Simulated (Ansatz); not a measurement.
# Se on W(100): change of the work function

Wanted: Δφ(θ) for Se/W(100), starting from the hollow site.

Main program and level: Ansatz 0.2.0; plane-wave DFT, PBE, Ansatz PAW.

## Step 1: The structure

The cell holds 5 atoms: 5 W. Cell: a = 3.160 Å, b = 3.160 Å, c = 24.320 Å, α = 90.0°, β = 90.0°, γ = 90.0°. Vacuum lies along c.

## Step 2: The clean slab

The bare slab comes first, as the zero from which every change is counted. The two lowest layers are held at bulk places and the upper ones relax. The dipole correction removes the false field that a one-sided slab makes across the periodic vacuum, so each face gets a flat vacuum level of its own.

Contents of input.yaml:

```yaml
crystal:
  lattice:
    - [3.16, 0.0, 0.0]
    - [0.0, 3.16, 0.0]
    - [0.0, 0.0, 24.32]
  atoms:
    - { symbol: W, position: [0.0, 0.0, 0.3700657895] }
    - { symbol: W, position: [0.5, 0.5, 0.4350328947] }
    - { symbol: W, position: [0.0, 0.0, 0.5] }
    - { symbol: W, position: [0.5, 0.5, 0.5649671053] }
    - { symbol: W, position: [0.0, 0.0, 0.6299342105] }
kpoints:
  mp_grid: { grid: [12, 12, 1] }
hamiltonian:
  xc: pbe
scf:
  occupations: { method: fermi_dirac, width: 0.1 }
  convergence: { dr2_threshold: 1.0e-08 }
efield:
  axis: 3
  dipole_correction: true
  ramp_position: 0.97
  ramp_width: 0.06
relax:
  f_tol: 0.02
  max_steps: 60
  constraints: [{ sites: [0, 1] }]
output:
  write_potential: true
  write_density: true
  volumetric_format: npy
```

Command:

```bash
ansatz run input.yaml --threads 4 --pin off --max-ram 6144MiB --backend cpu --events-out ev --progress --plain --runs-dir out
```

Numbers of over 12 decimals in the logs are rounded to 6 here.

What it wrote:

```text
Engine: ansatz 0.2.0, aarch64-unknown-linux-gnu
Pseudopotentials: kind: paw
Pseudopotential: W, paw, valence charge 14, recommended cutoff 420 eV (normal), W.paw.azcp
Functional definition: PBE
  parameter kappa = 0.804
  parameter beta = 0.066725
  exchange = pbe_x(kappa = kappa, mu = beta*pi^2/3)
  correlation = pbe_c(beta = beta)
Crystal: 5 atoms, lattice volume = 242.850 Å³
Basis set: ecut = 420 eV, 4785 PW (Γ), exchange–correlation on 48×48×360 points (8 copies of the dense FFT grid, shifted against one another)
Bands: 42, of which v1, the nominal top of the filled ones, is band 35 counted from 1 (34 counted from 0)
Symmetry: 8 space group operations
k-points: 28 of 144
Non-local potential: W, projectors of the file, l = 0: 3, l = 1: 2, l = 2: 2, l = 3: 1
PAW form: soft (Blöchl's): semilocal exchange-correlation on the pseudo side does not see the compensation charge
PAW one-centre angular grid: W, 590 points (default); XC on 64 Gauss nodes
Initial density: superposition of atomic densities (neutral atoms: chi_scale 0, normalization atom), corrected by the library's trained network
Initial wavefunctions: pseudopotential atomic-orbital guess
Functional: x = pbe(κ = 0.804, μ = 0.219515), c = pbe(β = 0.066725)
SCF iter   1: F=—  HF=-51918.951096 eV  |F-HF|=—  |Δ(HF+E_count)|=         —  Δρ=5.95e-3  dr2=2.55e-1  ethr=1.77e-3  p=0.000 e·Å  D=6.81e-15 V/Å  ΔV_dip=-0.00 eV  dr2_dipole=1.36e-7  V_vac-E_F(+/−)=4.35/4.35 eV  ⟨swp⟩=8.6  Hψ=5700  notcnv=0
efield: sawtooth ramp at fractional position 0.9700 (set: `efield.ramp_position`, or a place that a band, a saddle search or an elastic batch's reference lends), width 0.0600; the density the first Hamiltonian is built on has a dipole p = 0.000 e·Å; the dipole correction subtracts the counter field D = 6.81e-15 V/Å, which shifts the + side's vacuum level by -0.00 eV against the − side's; the planar-averaged density in the ramp window peaks in size at 1.3e-5 e/Å³
preconditioner: auto → LDOS  [metal: Δε(μ)=0.012 eV  Ē_g=4.218 eV  σ=0.100 eV  W_gap=0.03  n_scr=44 (ndim 8)  ℏωp=13.1 eV  f_vac=0.578  D(μ)=6.08/eV (n_scr^D=36)  β→1.0]
SCF iter   2: F=—  HF=-51918.934199 eV  |F-HF|=—  |Δ(HF+E_count)|=   1.69e-2  Δρ=4.40e-3  dr2=1.09e-1  ethr=3.64e-4  p=0.000 e·Å  D=4.17e-6 V/Å  ΔV_dip=-0.00 eV  dr2_dipole=3.08e-7  V_vac-E_F(+/−)=4.26/4.26 eV  ⟨swp⟩=2.3  Hψ=2028  notcnv=0
SCF iter   3: F=—  HF=-51918.923002 eV  |F-HF|=—  |Δ(HF+E_count)|=   1.12e-2  Δρ=1.09e-3  dr2=7.42e-3  ethr=1.56e-4  p=0.000 e·Å  D=2.29e-6 V/Å  ΔV_dip=-0.00 eV  dr2_dipole=1.82e-8  V_vac-E_F(+/−)=4.26/4.26 eV  ⟨swp⟩=2.0  Hψ=1782  notcnv=0
SCF iter   4: F=—  HF=-51918.923165 eV  |F-HF|=—  |Δ(HF+E_count)|=   1.63e-4  Δρ=3.17e-4  dr2=3.30e-4  ethr=1.06e-5  p=0.000 e·Å  D=1.72e-6 V/Å  ΔV_dip=-0.00 eV  dr2_dipole=1.10e-9  V_vac-E_F(+/−)=4.24/4.24 eV  ⟨swp⟩=2.3  Hψ=1596  notcnv=0
SCF iter   5: F=—  HF=-51918.923261 eV  |F-HF|=—  |Δ(HF+E_count)|=   9.64e-5  Δρ=1.24e-4  dr2=3.15e-5  ethr=4.72e-7  p=0.000 e·Å  D=1.00e-6 V/Å  ΔV_dip=-0.00 eV  dr2_dipole=1.38e-10  V_vac-E_F(+/−)=4.23/4.23 eV  ⟨swp⟩=3.1  Hψ=2006  notcnv=0
SCF iter   6: F=—  HF=-51918.923293 eV  |F-HF|=—  |Δ(HF+E_count)|=   3.16e-5  Δρ=4.17e-5  dr2=4.78e-6  ethr=4.50e-8  p=0.000 e·Å  D=1.96e-7 V/Å  ΔV_dip=-0.00 eV  dr2_dipole=5.97e-16  V_vac-E_F(+/−)=4.23/4.23 eV  ⟨swp⟩=2.6  Hψ=2033  notcnv=0
SCF iter   7: F=—  HF=-51918.923579 eV  |F-HF|=—  |Δ(HF+E_count)|=   2.87e-4  Δρ=1.09e-5  dr2=2.41e-7  ethr=6.83e-9  p=0.000 e·Å  D=5.72e-8 V/Å  ΔV_dip=-0.00 eV  dr2_dipole=9.73e-12  V_vac-E_F(+/−)=4.23/4.23 eV  ⟨swp⟩=3.0  Hψ=2273  notcnv=0
SCF iter   8: F=—  HF=-51918.923580 eV  |F-HF|=—  |Δ(HF+E_count)|=   8.23e-7  Δρ=2.94e-6  dr2=3.54e-8  ethr=3.44e-10  p=-0.000 e·Å  D=-2.19e-9 V/Å  ΔV_dip=0.00 eV  dr2_dipole=1.09e-13  V_vac-E_F(+/−)=4.23/4.23 eV  ⟨swp⟩=3.1  Hψ=2343  notcnv=0
SCF iter   9: F=-51918.923580 eV  HF=-51918.923580 eV  |F-HF|=8.37e-9  |Δ(HF+E_count)|=   5.98e-8  Δρ=8.67e-7  dr2=5.35e-9  ethr=1.43e-11  p=-0.000 e·Å  D=-1.94e-8 V/Å  ΔV_dip=0.00 eV  dr2_dipole=1.47e-12  V_vac-E_F(+/−)=4.23/4.23 eV  ⟨swp⟩=11.4  Hψ=8999  notcnv=0
SCF 1 converged in 9 iterations: F = -51918.923580 eV  dr2 = 5.35e-9
  greatest PAW one-centre occupation: 1.000 electrons in one spin orbital (limit 2), on the W atom at site 0 (counted from 0), in its partial waves of l = 0
relax step   1: F+E_penalty+E_count = -51918.92358024 eV  Δ(F+E_penalty+E_count) = +0.000e0 eV  max|allowed force component| = 1.592e0 eV/Å  Δτ_max = 0.0000 Å  (9 SCF iters, accepted)
Initial density: handed on by an earlier stage of this run
Initial wavefunctions: those handed on with the density
SCF iter   1: F=—  HF=-51918.860680 eV  |F-HF|=—  |Δ(HF+E_count)|=         —  Δρ=1.54e-2  dr2=6.16e0  ethr=3.10e-3  p=-0.000 e·Å  D=-1.58e-7 V/Å  ΔV_dip=0.00 eV  dr2_dipole=1.87e0  V_vac-E_F(+/−)=4.30/4.30 eV  ⟨swp⟩=6.5  Hψ=3751  notcnv=0
efield: sawtooth ramp at fractional position 0.9700 (set: `efield.ramp_position`, or a place that a band, a saddle search or an elastic batch's reference lends), width 0.0600; the density the first Hamiltonian is built on has a dipole p = -0.000 e·Å; the dipole correction subtracts the counter field D = -1.58e-7 V/Å, which shifts the + side's vacuum level by +0.00 eV against the − side's; the planar-averaged density in the ramp window peaks in size at 1.5e-6 e/Å³
preconditioner: auto → LDOS  [metal: Δε(μ)=0.006 eV  Ē_g=4.379 eV  σ=0.100 eV  W_gap=0.01  n_scr=44 (ndim 8)  ℏωp=13.1 eV  f_vac=0.587  D(μ)=5.24/eV (n_scr^D=14)  β→1.0]
SCF iter   2: F=—  HF=-51918.713984 eV  |F-HF|=—  |Δ(HF+E_count)|=   1.47e-1  Δρ=5.16e-3  dr2=4.47e-1  ethr=3.10e-3  p=0.010 e·Å  D=7.11e-3 V/Å  ΔV_dip=-0.17 eV  dr2_dipole=4.53e-2  V_vac-E_F(+/−)=4.02/4.20 eV  ⟨swp⟩=2.5  Hψ=1825  notcnv=0
SCF iter   3: F=—  HF=-51918.691290 eV  |F-HF|=—  |Δ(HF+E_count)|=   2.27e-2  Δρ=2.17e-3  dr2=7.74e-2  ethr=6.38e-4  p=0.001 e·Å  D=9.34e-4 V/Å  ΔV_dip=-0.02 eV  dr2_dipole=4.37e-3  V_vac-E_F(+/−)=4.21/4.23 eV  ⟨swp⟩=2.5  Hψ=1825  notcnv=0
SCF iter   4: F=—  HF=-51918.684666 eV  |F-HF|=—  |Δ(HF+E_count)|=   6.62e-3  Δρ=4.62e-4  dr2=2.96e-3  ethr=1.11e-4  p=0.004 e·Å  D=2.87e-3 V/Å  ΔV_dip=-0.07 eV  dr2_dipole=7.96e-4  V_vac-E_F(+/−)=4.16/4.23 eV  ⟨swp⟩=2.2  Hψ=1741  notcnv=0
SCF iter   5: F=—  HF=-51918.684365 eV  |F-HF|=—  |Δ(HF+E_count)|=   3.01e-4  Δρ=1.49e-4  dr2=1.60e-4  ethr=4.23e-6  p=0.004 e·Å  D=3.15e-3 V/Å  ΔV_dip=-0.08 eV  dr2_dipole=3.00e-6  V_vac-E_F(+/−)=4.15/4.23 eV  ⟨swp⟩=2.4  Hψ=1933  notcnv=0
[...]
SCF iter   6: F=—  HF=-51919.034438 eV  |F-HF|=—  |Δ(HF+E_count)|=   2.45e-6  Δρ=3.86e-5  dr2=9.60e-6  ethr=8.13e-8  p=0.007 e·Å  D=5.01e-3 V/Å  ΔV_dip=-0.12 eV  dr2_dipole=2.38e-6  V_vac-E_F(+/−)=4.13/4.25 eV  ⟨swp⟩=2.0  Hψ=1754  notcnv=0
SCF iter   7: F=—  HF=-51919.034732 eV  |F-HF|=—  |Δ(HF+E_count)|=   2.94e-4  Δρ=1.68e-5  dr2=1.14e-6  ethr=1.37e-8  p=0.006 e·Å  D=4.83e-3 V/Å  ΔV_dip=-0.12 eV  dr2_dipole=2.79e-7  V_vac-E_F(+/−)=4.13/4.25 eV  ⟨swp⟩=2.3  Hψ=1674  notcnv=0
SCF iter   8: F=—  HF=-51919.034732 eV  |F-HF|=—  |Δ(HF+E_count)|=   3.20e-7  Δρ=6.21e-6  dr2=1.03e-7  ethr=1.62e-9  p=0.006 e·Å  D=4.79e-3 V/Å  ΔV_dip=-0.12 eV  dr2_dipole=1.66e-10  V_vac-E_F(+/−)=4.13/4.25 eV  ⟨swp⟩=2.5  Hψ=1992  notcnv=0
SCF iter   9: F=—  HF=-51919.034733 eV  |F-HF|=—  |Δ(HF+E_count)|=   1.32e-7  Δρ=2.55e-6  dr2=3.68e-8  ethr=1.43e-11  p=0.006 e·Å  D=4.77e-3 V/Å  ΔV_dip=-0.12 eV  dr2_dipole=6.24e-10  V_vac-E_F(+/−)=4.13/4.25 eV  ⟨swp⟩=12.2  Hψ=9836  notcnv=0
SCF iter  10: F=-51919.034733 eV  HF=-51919.034733 eV  |F-HF|=8.15e-9  |Δ(HF+E_count)|=   8.21e-9  Δρ=7.82e-7  dr2=2.91e-9  ethr=1.43e-11  p=0.006 e·Å  D=4.77e-3 V/Å  ΔV_dip=-0.12 eV  dr2_dipole=2.47e-11  V_vac-E_F(+/−)=4.13/4.25 eV  ⟨swp⟩=9.2  Hψ=8766  notcnv=0
SCF 3 converged in 10 iterations: F = -51919.034733 eV  dr2 = 2.91e-9
relax step   3: F+E_penalty+E_count = -51919.03473260 eV  Δ(F+E_penalty+E_count) = -1.112e-1 eV  max|allowed force component| = 2.016e-1 eV/Å  Δτ_max = 0.0990 Å  (10 SCF iters, accepted)
SCF iter   1: F=—  HF=-51919.036582 eV  |F-HF|=—  |Δ(HF+E_count)|=         —  Δρ=7.31e-4  dr2=7.74e-3  ethr=3.62e-4  p=0.006 e·Å  D=4.77e-3 V/Å  ΔV_dip=-0.12 eV  dr2_dipole=1.41e-3  V_vac-E_F(+/−)=4.13/4.25 eV  ⟨swp⟩=1.9  Hψ=1723  notcnv=0
efield: sawtooth ramp at fractional position 0.9700 (set: `efield.ramp_position`, or a place that a band, a saddle search or an elastic batch's reference lends), width 0.0600; the density the first Hamiltonian is built on has a dipole p = 0.006 e·Å; the dipole correction subtracts the counter field D = 4.77e-3 V/Å, which shifts the + side's vacuum level by -0.12 eV against the − side's; the planar-averaged density in the ramp window peaks in size at 2.1e-6 e/Å³
preconditioner: auto → LDOS  [metal: Δε(μ)=0.017 eV  Ē_g=4.256 eV  σ=0.100 eV  W_gap=0.04  n_scr=44 (ndim 8)  ℏωp=13.1 eV  f_vac=0.581  D(μ)=6.09/eV (n_scr^D=36)  β→1.0]
SCF iter   2: F=—  HF=-51919.036463 eV  |F-HF|=—  |Δ(HF+E_count)|=   1.19e-4  Δρ=4.41e-4  dr2=2.28e-3  ethr=1.11e-5  p=0.006 e·Å  D=4.44e-3 V/Å  ΔV_dip=-0.11 eV  dr2_dipole=2.62e-5  V_vac-E_F(+/−)=4.14/4.25 eV  ⟨swp⟩=2.0  Hψ=1771  notcnv=0
SCF iter   3: F=—  HF=-51919.036284 eV  |F-HF|=—  |Δ(HF+E_count)|=   1.79e-4  Δρ=1.27e-4  dr2=1.73e-4  ethr=3.26e-6  p=0.006 e·Å  D=4.65e-3 V/Å  ΔV_dip=-0.11 eV  dr2_dipole=2.42e-8  V_vac-E_F(+/−)=4.14/4.25 eV  ⟨swp⟩=2.1  Hψ=1634  notcnv=0
SCF iter   4: F=—  HF=-51919.036259 eV  |F-HF|=—  |Δ(HF+E_count)|=   2.49e-5  Δρ=2.81e-5  dr2=2.75e-6  ethr=2.47e-7  p=0.006 e·Å  D=4.59e-3 V/Å  ΔV_dip=-0.11 eV  dr2_dipole=2.07e-8  V_vac-E_F(+/−)=4.14/4.25 eV  ⟨swp⟩=3.1  Hψ=1945  notcnv=0
SCF iter   5: F=—  HF=-51919.036537 eV  |F-HF|=—  |Δ(HF+E_count)|=   2.78e-4  Δρ=1.20e-5  dr2=5.50e-7  ethr=3.93e-9  p=0.006 e·Å  D=4.56e-3 V/Å  ΔV_dip=-0.11 eV  dr2_dipole=7.15e-9  V_vac-E_F(+/−)=4.14/4.25 eV  ⟨swp⟩=2.9  Hψ=2276  notcnv=0
SCF iter   6: F=—  HF=-51919.036538 eV  |F-HF|=—  |Δ(HF+E_count)|=   4.48e-7  Δρ=5.04e-6  dr2=1.34e-7  ethr=7.85e-10  p=0.006 e·Å  D=4.56e-3 V/Å  ΔV_dip=-0.11 eV  dr2_dipole=2.24e-9  V_vac-E_F(+/−)=4.14/4.25 eV  ⟨swp⟩=2.3  Hψ=1805  notcnv=0
SCF iter   7: F=—  HF=-51919.036538 eV  |F-HF|=—  |Δ(HF+E_count)|=   1.56e-7  Δρ=1.69e-6  dr2=1.86e-8  ethr=1.91e-10  p=0.006 e·Å  D=4.56e-3 V/Å  ΔV_dip=-0.11 eV  dr2_dipole=2.72e-10  V_vac-E_F(+/−)=4.14/4.25 eV  ⟨swp⟩=2.4  Hψ=1669  notcnv=0
SCF iter   8: F=-51919.036538 eV  HF=-51919.036538 eV  |F-HF|=9.17e-10  |Δ(HF+E_count)|=   2.06e-8  Δρ=2.85e-7  dr2=4.76e-10  ethr=1.43e-11  p=0.006 e·Å  D=4.56e-3 V/Å  ΔV_dip=-0.11 eV  dr2_dipole=4.89e-11  V_vac-E_F(+/−)=4.14/4.25 eV  ⟨swp⟩=11.2  Hψ=8810  notcnv=0
SCF 4 converged in 8 iterations: F = -51919.036538 eV  dr2 = 4.76e-10
relax step   4: F+E_penalty+E_count = -51919.03653794 eV  Δ(F+E_penalty+E_count) = -1.805e-3 eV  max|allowed force component| = 1.013e-2 eV/Å  Δτ_max = 0.0132 Å  (8 SCF iters, accepted)
NSCF: frozen V_eff on 28 k-points
the band table was solved once a step of the walk had ended and its energy, with any forces and stress, was formed, with the checks that follow a solve (5706 applications of the Hamiltonian). They found nothing against the state; the energy, forces and stress were not computed again (output.eigenvalues in the input reference)
WARN: The output density's exchange-correlation potential varies sharply where the density is thin. Do not read a vacuum level from v_tot or v_xc, or from such a field of the output density. On a cell that repeats whose density bears no net charge and no dipole along the vacuum's axis use v_es (v_loc + v_h of the components); under efield.dipole_correction with no amplitude use v_es + v_field, which holds any externa [...]
SCF converged after 8 iterations
Free energy (F): -51919.036538 eV
Harris-Foulkes:  -51919.036538 eV  (|F-HF|=9.17e-10)
Internal energy: -51918.841452 eV  (E = F + TS)
E sigma→0 (E₀):  -51918.938995 eV
Entropy (-TS):   -0.195086 eV (-39.017 meV/atom)
Fermi energy:    4.625999 eV
Dipole field:    D = 0.004553 V/Å  (p = 0.006111 e·Å, saw-weighted, corrected)
Work function:   Φ+ = 4.1402 eV   Φ− = 4.2509 eV
Levels:          The Fermi level and band energies are counted from a zero that moves with the ramp; work functions are not
--- Per-component energies (eV) ---
  E_band       = -1645.874117
  E_kinetic    = 2239.392053
  E_local      = -86026.431704  (includes V_loc(G=0)·N_el)
  E_nonlocal   = 8.030762
  E_hartree    = 41971.393780
  E_xc         = -1327.462600
  E_vxc        = -1184.410986  (∫ρ·V_xc dr)
  E_paw        = -42812.968297  (= ΣΔE_a)
  E_vpaw       = -625.239658  (= ΣTr[D̂ρ^β])
  E_aug_tail   = -0.000292  (compensation charges beyond the density's cutoff)
  E_efield     = 0.000014  (sawtooth field / dipole correction)
  E_vefield    = 0.001484  (∫n·V_field dr)
  E_ewald      = 34029.204834
  E_smearing   = -0.195086  (= −TS)
  E_closure    = -0.000000  (closes the sum)
  Σ components = -51919.036538   (vs F -51919.036538, Δ=0.00e0)
--- Forces (eV/Å), atoms counted from 1 ---
  atom   1  W      0.00000000    -0.00000000     1.17619827
  atom   2  W     -0.00000000     0.00000000    -1.16365842
  atom   3  W      0.00000000     0.00000000     0.00643896
  atom   4  W     -0.00000000     0.00000000    -0.00883341
  atom   5  W     -0.00000000     0.00000000    -0.01013391
  max |Σ_I F_I| component: 1.15e-5 eV/Å
--- Band table (eV; the first three rows and the last of 28) ---
  k-point 0: bands = [... 31 lower, 3.9668, 3.9668, 4.2629, 4.3964, 4.5526, 4.7209, 4.7256, 4.7256, ... 3 higher]
  k-point 1: bands = [... 31 lower, 3.9951, 4.0760, 4.0848, 4.3099, 4.4402, 4.6657, 5.2346, 5.2855, ... 3 higher]
  k-point 2: bands = [... 31 lower, 3.8308, 3.8974, 3.9275, 4.0569, 4.7980, 5.0730, 5.4757, 5.6383, ... 3 higher]
  k-point 27: bands = [... 31 lower, 3.6812, 3.6812, 6.3929, 6.3929, 6.4506, 6.5904, 7.0051, 7.0051, ... 3 higher]
--- Relaxed structure (4 steps of the walk, 3 accepted, 0 SCFs on fresh bases) ---
  F+E_penalty+E_count = -51919.03653794 eV   max|allowed force component| = 1.013e-2 eV/Å
  atoms:
    - { symbol: W, position: [0.0, 0.0, 0.3700657895] }
    - { symbol: W, position: [0.500000, 0.500000, 0.435033] }
    - { symbol: W, position: [0, 0, 0.499966] }
    - { symbol: W, position: [0.500000, 0.500000, 0.567590] }
    - { symbol: W, position: [-5.274927382685451e-18, 0, 0.626407] }
```

The job ended after 24 s (4 threads of Arm Neoverse V2, shared host; peak memory 0.61 GiB).

Step by step:

| step | energy less that of the first step (eV) | largest force component (eV/Å) |
| --- | --- | --- |
| 1 | 0.0000 | 1.5923 |
| 2 | 0.2389 | 2.9711 |
| 3 | -0.1112 | 0.2016 |
| 4 | -0.1130 | 0.0101 |

Relaxation step 2 was tried and not accepted.

The run keeps the 8 symmetry operations that it works with, so distortions that break them were not tested.

The atoms that moved most (Å):

| atom | dx | dy | dz | length |
| --- | --- | --- | --- | --- |
| W5 | 0.000 | 0.000 | -0.086 | 0.086 |
| W4 | 0.000 | 0.000 | 0.064 | 0.064 |

The relaxed structure:

```xyz
5
Lattice="3.1600 0.0000 0.0000 0.0000 3.1600 0.0000 0.0000 0.0000 24.3200" Properties=species:S:1:pos:R:3
W     0.0000    0.0000    9.0000
W     1.5800    1.5800   10.5800
W     0.0000    0.0000   12.1592
W     1.5800    1.5800   13.8038
W     0.0000    0.0000   15.2342
```

Numbers from this step:

| Quantity | Value |
| --- | --- |
| energy at zero smearing | -51918.9390 eV |
| work function, upper face | 4.140 eV |
| work function, lower face | 4.251 eV |
| dipole along the normal | 0.006111 e·Å |
| step between the vacuum levels | -0.1107 eV |

Running mean over 1.58 Å of the planar mean; the ramp of the sawtooth is left out. Electron's electrostatic potential energy less the Fermi level against z:

| z (Å) | electron's electrostatic potential energy less the Fermi level (eV) |
| --- | --- |
| 3 | 4.25 |
| 4 | 4.25 |
| 5 | 4.24 |
| 6 | 4.16 |
| 7 | 3.41 |
| 8 | -2.58 |
| 9 | -11.3 |
| 10 | -12.4 |
| 11 | -12.6 |
| 12 | -12.6 |
| 13 | -12.0 |
| 14 | -13.4 |
| 15 | -13.0 |
| 16 | -5.21 |
| 17 | 2.77 |
| 18 | 3.99 |
| 19 | 4.12 |
| 20 | 4.14 |
| 21 | 4.14 |

The relaxation took 4 steps and lowered the energy by 0.11 eV; the largest force on the free atoms ends at 0.010 eV/Å.

The work function of the upper face is 4.14 eV.

[end of part 1 of 3]

[Logs are printed without paths, hosts, clocks, repeated set-up lines and the standing remarks that a program may print on its own settings, such as how far it seeks lower states.]

[Hosts, paths, dates, database ids (printed as entryN), source tags and the programs' standing remarks are cut or masked in the printed files.]

[Maps of the electrostatic potential energy from Ansatz leave out the sawtooth potential of an applied field or a dipole correction, so their vacuum need not be flat; planar profiles and work functions include it.]
